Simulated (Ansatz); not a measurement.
# How fast states decay through CaPbI2F2, part 3 of 3

A new crystal, CaPbI2F2: structure, gap and complex bands. It is built by putting Ca for part of the Pb in the PbIF structure of space group P4/nmm, with the volume rescaled by atomic radii. The parent structure comes from the Materials Project.

Ansatz 0.2.0; r2SCAN DFT, plane waves, PAW files (the session's first sound run).

So far, gap on the k-mesh (eV): step 3 (band edges) 2.75.

The structure was built from a prototype and need not be the compound's stable phase.

## 6. Band edges at another level, cutoff 420 eV

This step: PBE DFT, plane waves, PAW files (Ansatz 0.2.0).

The edges again with PBE, at the same atoms. Against that run the cutoff is 420 eV against 500.

File input.yaml:

```yaml
crystal:
  lattice:
    - [4.1070394197, 0.0, 0.0]
    - [0.0, 4.1070394197, 0.0]
    - [0.0, 0.0, 9.3568331706]
  atoms:
    - { symbol: Ca, position: [0.0, 0.5, 0.8618713658] }
    - { symbol: Pb, position: [0.5, 0.0, 0.1516100534] }
    - { symbol: I, position: [0.5, 0.0, 0.6841506114] }
    - { symbol: I, position: [0.0, 0.5, 0.324929765] }
    - { symbol: F, position: [0.0, 0.0, -0.0112808978] }
    - { symbol: F, position: [0.5, 0.5, -0.0112808978] }
kpoints:
  mp_grid: { grid: [6, 6, 4] }
  band_path: { path: [VBM, CBM], npoints: 30 }
scf:
  occupations: { method: fixed }
hamiltonian:
  xc: pbe
output:
  eigenvalues: true
```

Started as:

```
ansatz run input.yaml --threads 2 --pin off --max-ram 4096MiB --backend cpu --events-out ev --progress --plain --runs-dir out
```

Numbers of over 12 decimals in the logs are rounded to 6 here.

Log:

```text
[...]
Crystal: 6 atoms, lattice volume = 157.829 Å³
Basis set: ecut = 420 eV, 3079 PW (Γ)
Bands: 44, of which v1, the nominal top of the filled ones, is band 36 counted from 1 (35 counted from 0)
Symmetry: 8 space group operations
[...]
k-points: 30 of 144 (time reversal used)
[...]
SCF iter   1: F=—  HF=-30373.053499 eV  |F-HF|=—  |Δ(HF+E_count)|=         —  Δρ=1.25e-3  dr2=3.84e-3  ethr=1.77e-3  ⟨swp⟩=5.5  Hψ=4953  notcnv=0  defer=162
[...]
SCF iter   7: F=-30373.053614 eV  HF=-30373.053614 eV  |F-HF|=1.54e-8  |Δ(HF+E_count)|=   2.73e-7  Δρ=3.36e-6  dr2=2.41e-8  ethr=1.39e-10  ⟨swp⟩=15.2  Hψ=7352  notcnv=0
SCF 1 converged in 7 iterations: F = -30373.053614 eV  dr2 = 2.41e-8
[...]
SCF converged after 7 iterations
Free energy (F): -30373.053614 eV
[...]
Internal energy: -30373.053614 eV  (E = F + TS)
E sigma→0 (E₀):  -30373.053614 eV
Fermi energy:    6.099942 eV
[...]
--- Band table (eV; the first three rows and the last of 30) ---
  k-point 0: bands = [... 32 lower, 5.0093, 5.4128, 5.9072, 5.9072, 8.6509, 10.4648, 10.9456, 11.1507, ... 4 higher]
  k-point 1: bands = [... 32 lower, 5.0053, 5.5453, 5.9131, 5.9131, 8.5370, 10.5254, 10.9676, 11.1428, ... 4 higher]
  k-point 2: bands = [... 32 lower, 5.0014, 5.6620, 5.9188, 5.9188, 8.4199, 10.6280, 10.9913, 11.1350, ... 4 higher]
  k-point 29: bands = [... 32 lower, 4.2221, 4.2221, 4.9168, 5.4376, 9.4871, 9.4871, 9.6394, 10.5261, ... 4 higher]
```

Wall time 40 s (2 threads of Arm Neoverse V2, shared host); peak memory 0.46 GiB.

Numbers from this step:

```yaml
free_energy: -30373.0536 eV
fermi_energy: 6.100 eV
gap_on_the_k_mesh: 2.320 eV
gap_on_path: 2.320 eV, by band count; negative where bands overlap
direct_gap_on_path: 2.501 eV
```

The electronic bands at the labelled points (eV, zero at the Fermi level (highest filled level under fixed occupations); v1 is the highest filled band, c1 the lowest empty one):

```tsv
point	v4	v3	v2	v1	c1	c2	c3	c4
VBM	-1.46	-0.57	-0.53	0.00	3.31	4.07	4.56	4.91
halfway	-0.86	-0.84	-0.60	-0.09	3.34	3.87	4.63	4.86
CBM	-1.10	-0.44	-0.18	-0.18	2.32	4.53	4.89	5.04
```

The searched edges give 2.32 eV, as on the mesh.

Between step 3 and this run (PBE and cutoff 420 eV) the value for the gap on the k-mesh moves from 2.75 eV to 2.32 eV.

## 7. Complex bands at another level, cutoff 420 eV

This step: PBE DFT, plane waves, PAW files; complex bands by layer matching along the plane's normal (Ansatz 0.2.0).

The complex bands at that level, over its own gap, at (0, 0) and (0, -0.5).

File input.yaml:

```yaml
crystal:
  lattice:
    - [4.10703942, 0.0, 0.0]
    - [0.0, 4.10703942, 0.0]
    - [0.0, 0.0, 9.356833171]
  atoms:
    - { symbol: Ca, position: [0.0, 0.5, 0.8618713658] }
    - { symbol: Pb, position: [0.5, 0.0, 0.1516100534] }
    - { symbol: I, position: [0.5, 0.0, 0.6841506114] }
    - { symbol: I, position: [0.0, 0.5, 0.324929765] }
    - { symbol: F, position: [0.0, 0.0, 0.9887191022] }
    - { symbol: F, position: [0.5, 0.5, 0.9887191022] }
kpoints:
  mp_grid: { grid: [6, 6, 4] }
scf:
  occupations: { method: fixed }
hamiltonian:
  xc: pbe
output:
  eigenvalues: true
  transmission:
    leads: [[0, 0]]
    kpoints: [[0.0, 0.0], [0.0, -0.5]]
    e_range: [-1.0, 3.32]
    de: 0.07
```

Log:

```text
[...]
Crystal: 6 atoms, lattice volume = 157.829 Å³
Basis set: ecut = 420 eV, 3079 PW (Γ)
Bands: 44, of which v1, the nominal top of the filled ones, is band 36 counted from 1 (35 counted from 0)
Symmetry: 8 space group operations
[...]
k-points: 30 of 144 (time reversal used)
[...]
SCF iter   1: F=—  HF=-30373.053498 eV  |F-HF|=—  |Δ(HF+E_count)|=         —  Δρ=1.25e-3  dr2=3.84e-3  ethr=1.77e-3  ⟨swp⟩=5.5  Hψ=4953  notcnv=0  defer=162
[...]
SCF iter   7: F=-30373.053614 eV  HF=-30373.053614 eV  |F-HF|=1.54e-8  |Δ(HF+E_count)|=   2.73e-7  Δρ=3.36e-6  dr2=2.40e-8  ethr=1.39e-10  ⟨swp⟩=15.2  Hψ=7351  notcnv=0
SCF 1 converged in 7 iterations: F = -30373.053614 eV  dr2 = 2.40e-8
[...]
transmission: 13 of 26 steps passed
transmission: 26 of 26 steps passed
SCF converged after 7 iterations
Free energy (F): -30373.053614 eV
[...]
Internal energy: -30373.053614 eV  (E = F + TS)
E sigma→0 (E₀):  -30373.053614 eV
Fermi energy:    6.099942 eV
[...]
--- Band table (eV; the first three rows and the last of 30) ---
  k-point 0: bands = [... 32 lower, 5.0093, 5.4128, 5.9072, 5.9072, 8.6509, 10.4648, 10.9456, 11.1507, ... 4 higher]
  k-point 1: bands = [... 32 lower, 5.0053, 5.5453, 5.9131, 5.9131, 8.5370, 10.5254, 10.9676, 11.1428, ... 4 higher]
  k-point 2: bands = [... 32 lower, 5.0014, 5.6620, 5.9188, 5.9188, 8.4199, 10.6280, 10.9913, 11.1350, ... 4 higher]
  k-point 29: bands = [... 32 lower, 4.2221, 4.2221, 4.9168, 5.4376, 9.4871, 9.4871, 9.6394, 10.5261, ... 4 higher]
--- Transmission ---
  basis      : 145 plane waves across, 13 finite elements along
  points     : 2, as listed
[...]
channels       : 0.000000e0 a spin
[...]
slowest decay  : 0.3017 /Å at (0.0000, 0.0000)
```

Run time: 26 s. Hardware: 2 threads; peak memory 0.55 GiB.

Numbers from this step:

| Property | Result |
| --- | --- |
| level to which the leads are filled | 1.160 eV from the Fermi level |
| decay constant at the filling level, zone centre | 0.3017 Å⁻¹ |
| decay constant at the filling level, slowest listed point | 0.3017 Å⁻¹ |

K parallel (0, 0); values up to 1.5 1/Å, a degenerate pair printed once or twice; energies at which all values exceed this have no row. Table of Im kz of the slowest decaying states by energy, zero at the highest filled level on the SCF mesh:

```tsv
energy (eV)	decay 1 (Å⁻¹)	decay 2 (Å⁻¹)	decay 3 (Å⁻¹)	decay 4 (Å⁻¹)
-1.00	0.165	0.398	0.706	1.15
-0.79	0.115	0.482	0.690	1.14
-0.58	0.483	0.675	1.13	1.40
-0.37	0.113	0.428	0.660	1.11
-0.16	0.208	0.239	0.646	1.10
-0.02	0.241	0.443	0.637	1.09
0.05	0.254	0.483	0.633	1.08
0.26	0.281	0.557	0.620	1.07
0.47	0.297	0.602	0.606	1.05
0.68	0.306	0.593	0.632	1.03
0.89	0.308	0.579	0.654	1.01
1.10	0.304	0.565	0.671	0.994
1.38	0.291	0.544	0.685	0.967
1.59	0.273	0.528	0.693	0.946
1.80	0.247	0.510	0.697	0.924
2.01	0.206	0.491	0.699	0.900
2.22	0.130	0.469	0.699	0.876
2.43	0.445	0.696	0.850	1.34
2.64	0.128	0.417	0.692	0.822
2.85	0.219	0.382	0.686	0.793
3.06	0.307	0.678	0.762	1.33
3.27	0.305	0.667	0.729	1.32
```

K parallel (0, -0.5); values up to 1.5 1/Å, a degenerate pair printed once or twice; energies at which all values exceed this have no row. Table of Im kz of the slowest decaying states by energy, zero at the highest filled level on the SCF mesh:

```tsv
energy (eV)	decay 1 (Å⁻¹)	decay 2 (Å⁻¹)	decay 3 (Å⁻¹)	decay 4 (Å⁻¹)
-1.00	0.263	0.277	0.859	0.977
-0.79	0.223	0.303	0.825	0.909
-0.58	0.331	0.728	0.782	1.08
-0.37	0.284	0.352	0.724	0.843
-0.16	0.358	0.368	0.623	0.926
-0.02	0.376	0.388	0.390	0.956
0.05	0.380	0.403	0.490	0.967
0.26	0.388	0.433	0.652	0.993
0.47	0.393	0.456	0.702	1.01
0.68	0.395	0.473	0.728	0.994
0.89	0.394	0.487	0.742	0.972
1.10	0.391	0.497	0.750	0.950
1.38	0.382	0.507	0.752	0.920
1.59	0.373	0.512	0.750	0.897
1.80	0.360	0.515	0.744	0.873
2.01	0.343	0.517	0.736	0.849
2.22	0.321	0.518	0.726	0.825
2.43	0.293	0.517	0.712	0.799
2.64	0.255	0.516	0.696	0.773
2.85	0.197	0.514	0.676	0.746
3.06	0.0599	0.511	0.652	0.718
3.27	0.509	0.623	0.689	1.03
```

At the listed wavevectors the last open channel is at -0.44 eV and the next at +2.36 eV on the grid, wider than the gap, since narrow bands can fall between grid energies. At +1.17 eV, the grid energy nearest the filling level (the middle of the gap on the SCF mesh), the slowest state at the listed wavevectors decays with κ = 0.302 Å⁻¹, its amplitude falling by e over 3.3 Å; the first such run, plane (001), gave 0.327 Å⁻¹ over as many of its listed wavevectors.

## 8. A check of the settings

This step: r2SCAN DFT, plane waves, PAW files; complex bands by layer matching along the plane's normal; changed: output.transmission.temperature = 200.0, output.transmission.e_range = [0, 2], output.transmission.de = 0.05 (Ansatz 0.2.0).

This run repeats an earlier one, its twin (the complex run, plane (001)), with three settings changed (output.transmission.e_range, output.transmission.de, output.transmission.temperature; files written aside). It is meant to test what the energy window and step decide and how the leads' temperature enters. Where the input is shown as a difference, that is against the step before, not the twin.

input.yaml, as its differences from that of step 7:

```diff
@@ -17,3 +17,3 @@
 hamiltonian:
-  xc: pbe
+  xc: r2scan
 output:
@@ -22,4 +22,5 @@
     leads: [[0, 0]]
-    kpoints: [[0.0, 0.0], [0.0, -0.5]]
-    e_range: [-1.0, 3.32]
-    de: 0.07
+    kpoints: [[0.0, 0.0], [0.0, -0.5], [0.5, 0.0]]
+    e_range: [0, 2]
+    de: 0.05
+    temperature: 200.0
```

Log:

```text
[...]
Crystal: 6 atoms, lattice volume = 157.829 Å³
Basis set: ecut = 500 eV, 4003 PW (Γ), exchange–correlation on 120×120×288 points (64 copies of the dense FFT grid, shifted against one another)
Bands: 44, of which v1, the nominal top of the filled ones, is band 36 counted from 1 (35 counted from 0)
Symmetry: 8 space group operations
[...]
k-points: 30 of 144 (time reversal used)
[...]
SCF iter   1: F=—  HF=-30426.373843 eV  |F-HF|=—  |Δ(HF+E_count)|=         —  Δρ=6.47e-3  dr2=6.40e-2  dr2_τ=6.56e-2  ethr=1.77e-3  ⟨swp⟩=5.4  Hψ=4931  notcnv=0  defer=169
[...]
SCF iter   7: F=-30426.434613 eV  HF=-30426.434613 eV  |F-HF|=7.17e-10  |Δ(HF+E_count)|=   1.03e-7  Δρ=5.71e-6  dr2=5.51e-8  dr2_τ=2.38e-9  ethr=1.39e-10  ⟨swp⟩=14.3  Hψ=7906  notcnv=0
SCF 1 converged in 7 iterations: F = -30426.434613 eV  dr2 = 5.51e-8
[...]
transmission: 13 of 39 steps passed
transmission: 26 of 39 steps passed
transmission: 39 of 39 steps passed
SCF converged after 7 iterations
Free energy (F): -30426.434613 eV
[...]
Internal energy: -30426.434613 eV  (E = F + TS)
E sigma→0 (E₀):  -30426.434613 eV
Fermi energy:    5.810036 eV
[...]
--- Band table (eV; the first three rows and the last of 30) ---
  k-point 0: bands = [... 32 lower, 4.6916, 5.1273, 5.6122, 5.6122, 8.7758, 10.7473, 11.2083, 11.3027, ... 4 higher]
  k-point 1: bands = [... 32 lower, 4.6877, 5.2613, 5.6178, 5.6178, 8.6709, 10.8048, 11.2319, 11.2945, ... 4 higher]
  k-point 2: bands = [... 32 lower, 4.6838, 5.3767, 5.6235, 5.6235, 8.5632, 10.9087, 11.2573, 11.2863, ... 4 higher]
  k-point 29: bands = [... 32 lower, 3.8962, 3.8962, 4.5866, 5.1305, 9.5990, 9.5990, 9.7219, 10.7248, ... 4 higher]
--- Transmission ---
  basis      : 177 plane waves across, 13 finite elements along
  points     : 3, as listed
[...]
channels       : 0.000000e0 a spin
[...]
slowest decay  : 0.3269 /Å at (0.0000, 0.0000)
```

Run time: 45 s. Hardware: 2 threads; peak memory 0.75 GiB; 76 s of CPU time.

This step gave:

| Property | Result |
| --- | --- |
| free energy | -30426.4346 eV |
| Fermi energy | 5.810 eV |
| gap on the k-mesh | 2.753 eV |
| level to which the leads are filled | 1.377 eV from the Fermi level |
| decay constant at the filling level, zone centre | 0.3269 Å⁻¹ |
| decay constant at the filling level, slowest listed point | 0.3269 Å⁻¹ |

K parallel (0, 0); values up to 1.5 1/Å, a degenerate pair printed once or twice; energies at which all values exceed this have no row. Table of Im kz of the slowest decaying states by energy, zero at the highest filled level on the SCF mesh:

```tsv
energy (eV)	decay 1 (Å⁻¹)	decay 2 (Å⁻¹)	decay 3 (Å⁻¹)	decay 4 (Å⁻¹)
0.000	0.251	0.461	0.666	1.12
0.100	0.269	0.510	0.660	1.11
0.150	0.277	0.529	0.656	1.11
0.250	0.290	0.559	0.650	1.10
0.300	0.296	0.572	0.647	1.10
0.400	0.306	0.593	0.641	1.09
0.500	0.314	0.611	0.634	1.08
0.550	0.317	0.619	0.631	1.08
0.650	0.323	0.625	0.633	1.07
0.700	0.325	0.622	0.640	1.07
0.800	0.329	0.615	0.651	1.06
0.900	0.331	0.609	0.661	1.05
0.950	0.332	0.606	0.665	1.05
1.050	0.332	0.599	0.673	1.04
1.100	0.332	0.596	0.677	1.04
1.200	0.332	0.589	0.683	1.03
1.300	0.330	0.583	0.689	1.02
1.350	0.328	0.579	0.691	1.01
1.450	0.325	0.572	0.696	1.00
1.500	0.323	0.569	0.698	1.000
1.600	0.318	0.562	0.701	0.990
1.700	0.312	0.554	0.704	0.981
1.750	0.309	0.551	0.705	0.976
1.850	0.301	0.543	0.707	0.966
1.900	0.297	0.539	0.708	0.961
2.000	0.287	0.531	0.710	0.951
```

K parallel (0, -0.5); values up to 1.5 1/Å, a degenerate pair printed once or twice; energies at which all values exceed this have no row. The Im kz of the slowest decaying states by energy, zero at the highest filled level on the SCF mesh:

```tsv
energy (eV)	decay 1 (Å⁻¹)	decay 2 (Å⁻¹)	decay 3 (Å⁻¹)	decay 4 (Å⁻¹)
0.000	0.0299	0.392	0.394	0.979
0.100	0.399	0.410	0.575	0.993
0.150	0.401	0.418	0.615	1.000
0.250	0.405	0.432	0.664	1.01
0.300	0.407	0.438	0.681	1.02
0.400	0.410	0.450	0.706	1.02
0.500	0.412	0.460	0.724	1.03
0.550	0.414	0.464	0.731	1.03
0.650	0.415	0.473	0.743	1.03
0.700	0.416	0.477	0.748	1.02
0.800	0.417	0.484	0.756	1.01
0.900	0.417	0.490	0.762	1.00
0.950	0.417	0.493	0.764	0.997
1.050	0.417	0.498	0.768	0.987
1.100	0.416	0.501	0.770	0.982
1.200	0.415	0.505	0.772	0.972
1.300	0.414	0.509	0.774	0.962
1.350	0.413	0.511	0.774	0.957
1.450	0.411	0.514	0.775	0.947
1.500	0.409	0.516	0.775	0.942
1.600	0.406	0.519	0.774	0.931
1.700	0.403	0.521	0.773	0.921
1.750	0.401	0.522	0.772	0.916
1.850	0.396	0.524	0.770	0.905
1.900	0.394	0.525	0.768	0.900
2.000	0.388	0.526	0.765	0.889
```

K parallel (0.5, 0); values up to 1.5 1/Å, a degenerate pair printed once or twice; energies at which all values exceed this have no row. Im kz of the slowest decaying states against energy, zero at the highest filled level on the SCF mesh:

```tsv
energy (eV)	decay 1 (Å⁻¹)	decay 2 (Å⁻¹)	decay 3 (Å⁻¹)	decay 4 (Å⁻¹)
0.000	0.0299	0.392	0.394	0.979
0.100	0.399	0.410	0.575	0.993
0.200	0.403	0.425	0.643	1.01
0.300	0.407	0.438	0.681	1.02
0.400	0.410	0.450	0.706	1.02
0.500	0.412	0.460	0.724	1.03
0.600	0.414	0.469	0.737	1.03
0.700	0.416	0.477	0.748	1.02
0.800	0.417	0.484	0.756	1.01
0.900	0.417	0.490	0.762	1.00
1.000	0.417	0.496	0.767	0.992
1.100	0.416	0.501	0.770	0.982
1.200	0.415	0.505	0.772	0.972
1.300	0.414	0.509	0.774	0.962
1.400	0.412	0.513	0.775	0.952
1.500	0.409	0.516	0.775	0.942
1.600	0.406	0.519	0.774	0.931
1.700	0.403	0.521	0.773	0.921
1.800	0.398	0.523	0.771	0.911
1.900	0.394	0.525	0.768	0.900
2.000	0.388	0.526	0.765	0.889
```

The least decay constant is 0.327 Å⁻¹ against 0.327 Å⁻¹ in the twin: no change within 1 %.

## 9. What came out

```yaml
band_gap: 2.75 eV
least_decay_constant_at_mid_gap_normal_to_001: 0.327 Å⁻¹
least_decay_constant_on_a_mesh_normal_to_001: 0.328 Å⁻¹
least_decay_constant_pbe: 0.302 Å⁻¹
```

In words: With r2SCAN, the slowest decay at the wavevectors tried is κ = 0.327 Å⁻¹, normal to (001). Through such a film the transmission near mid-gap falls as exp(−2κd), a factor of ten every 3.5 Å. A free electron under a barrier of half the gap would need a mass of 0.30 mₑ to decay at this rate. With PBE the gap goes from 2.75 to 2.32 eV and the decay constant, over the first 2 listed wavevectors, from 0.327 to 0.302 Å⁻¹. The compound is made up by substitution; its stability against other phases and against distortions of the cell's symmetry was not tested. r2SCAN still narrows gaps, if less than LDA and GGA do, while spin-orbit coupling, left out here, narrows them in compounds of heavy elements, so the error in κ can go either way.

[Logs are printed without paths, hosts, clocks, repeated set-up lines and the standing remarks that a program may print on its own settings, such as how far it seeks lower states.]

[Hosts, paths, dates, database ids (printed as entryN), source tags and the programs' standing remarks are cut or masked in the printed files.]
